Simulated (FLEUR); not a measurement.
# Calculated records

```xyz
4
Lattice="0.000 3.194 3.194 3.194 0.000 3.194 6.388 6.388 0.000" Properties=species:S:1:pos:R:3 pbc="T T T" subject="GdBi: parallel and opposed starts" method="LDA (VWN) with U = 4.02 eV, J = 0.7 eV on Gd f; all-electron FLAPW, Dirac cores, scalar-relativistic bands" program="FLEUR MaX-R8.1" settings_of_one_run="kmax 3.6 1/bohr, gmax 10.8 1/bohr, muffin tin radii Gd: 2.8, Bi: 2.8 bohr, lmax Gd: [10, 8], Bi: [10, 8], hist occupations, smearing width 0.08 eV, mixer Anderson, mixing 0.05, max iterations 130, stop 0.0001 me/bohr³, collinear spin, 8×8×4 k-mesh, double counting FLL, mesh matched on, seeded occupations whole cubic f orbitals, Hund's first rule, starting moments 7 -7 0 0 μB" cost="3 runs, 7.4 min in all on 4 MPI ranks of Arm Neoverse V2, shared host (the runs of this entry)" notes="Only 3 starts were tried; other patterns of signs, canted and longer-period orders were not." lowest_state_found="antiferromagnetic (initial antiferro q=(0,0,1/2) +-)" largest_site_spin_moment="7.09 μB" next_finished_state="antiferromagnetic, 6.23 meV a seeded atom higher"
Gd    0.000    0.000    0.000
Gd    3.194    3.194    0.000
Bi    3.194    3.194    3.194
Bi    6.388    6.388    3.194
```

[Logs and program files are shortened in this print: banners, set-up blocks, solver, clock and traceback lines can be left out without a mark of their own.]

[Logs are printed without paths, hosts, clocks, repeated set-up lines and the standing remarks that a program may print on its own settings, such as how far it seeks lower states.]

[Hosts, paths, dates, database ids (printed as entryN), source tags and the programs' standing remarks are cut or masked in the printed files.]

[Where a cell is said to come from a database of computed structures, the database is the Materials Project.]
